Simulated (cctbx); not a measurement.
# Interatomic vectors of Nb3Pb3W2N

Space group P6_3/mcm (no. 193), a = 8.4480 Å, b = 8.4480 Å, c = 6.2750 Å, α = 90.00°, β = 90.00°, γ = 120.00°, content Pb6 W4 Nb6 N2.

The data are simulated with cctbx, not measured: synchrotron X-rays, λ = 0.4959 Å, to d = 0.84 Å, 50 % of the full sphere, strongest reflection 5000 counts, noise from counting, a 2 % proportional error and a noise floor of 8 counts (s.d.); no absorption, some extinction.

Patterson synthesis from sharpened amplitudes, origin scaled to 1000:

```text
Patterson group P 6/m m m
      u       v       w   height  length (A)
  0.000   0.000   0.000   1000.0     0.00
  0.000   0.000   0.500    297.0     3.14
  0.000   0.409   0.500    195.4     4.67
  0.188   0.594   0.000    189.1     4.44
  0.000   0.184   0.500    173.8     3.50
  0.071   0.338   0.250    166.9     3.04
  0.333   0.667   0.000    159.8     4.88
  0.243   0.622   0.500    136.4     5.55
  0.333   0.667   0.500    117.3     5.80
  0.205   0.409   0.000    115.7     2.99
  0.000   0.369   0.000     62.4     3.12
  0.089   0.422   0.267     49.5     3.66
  0.038   0.076   0.174     33.0     1.22
  0.134   0.267   0.395     29.1     3.16
```

Q: Assign the vectors.

A peak at u stands for all pairs with xi − xj = u, with weight Σ ZiZj against Σ Z² = 72432 at the origin. Peak heights follow these weights only roughly, since form factors, motion and series ripples differ, all vectors within 0.55 Å of a peak are counted as merged into it though the farther ones add only part of their weight, and F(000) is left out, which lowers the whole map:

| u | v | w | shortest length (Å) | height | 1000 ΣZiZj/ΣZ² | pairs in the cell |
| --- | --- | --- | --- | --- | --- | --- |
| 0.000 | 0.000 | 0.500 | 3.14 | 297 | 304 | 4 × W–W, 2 × N–N |
| 0.000 | 0.409 | 0.500 | 4.67 | 195 | 209 | 2 × Pb–Pb, 1 × Nb–Nb |
| 0.188 | 0.594 | 0.000 | 4.44 | 189 | 186 | 2 × Pb–Pb |
| 0.000 | 0.184 | 0.500 | 3.50 | 174 | 232 | 1 × Pb–Pb, 2 × Pb–Nb, 2 × Nb–Nb |
| 0.071 | 0.338 | 0.250 | 3.04 | 167 | 168 | 2 × Pb–W |
| 0.333 | 0.667 | 0.000 | 4.87 | 160 | 180 | 2 × W–W, 4 × W–N |
| 0.243 | 0.622 | 0.500 | 5.55 | 136 | 186 | 4 × Pb–Nb |
| 0.333 | 0.667 | 0.500 | 5.80 | 117 | 180 | 2 × W–W, 4 × W–N |
| 0.205 | 0.409 | 0.000 | 2.99 | 116 | 232 | 4 × Pb–Nb, 2 × Nb–Nb |
| 0.000 | 0.369 | 0.000 | 3.12 | 62 | 93 | 2 × Pb–Nb |

The table stops at ten peaks or at a height of 45, below which ripples compete. In the model behind the data Pb, the heaviest element, has 1 independent site: (0.5949, 0, 1/4), up to an allowed shift of origin; the Pb–Pb vectors are differences of these positions and their symmetry mates. Elements of similar Z can't be told apart from the map alone. The whole model:

| atom | mult. | x | y | z | Ueq (Å²) |
| --- | --- | --- | --- | --- | --- |
| Pb1 | 6 | 0.5949 | 0 | 1/4 | 0.0124 |
| W1 | 4 | 2/3 | 1/3 | 0 | 0.0127 |
| Nb1 | 6 | 0.2306 | 0 | 1/4 | 0.0166 |
| N1 | 2 | 0 | 0 | 0 | 0.0314 |

This is a model crystal, built by substitution and not relaxed, with assumed displacement parameters.

[Logs are printed without paths, hosts, clocks, repeated set-up lines and the standing remarks that a program may print on its own settings, such as how far it seeks lower states.]
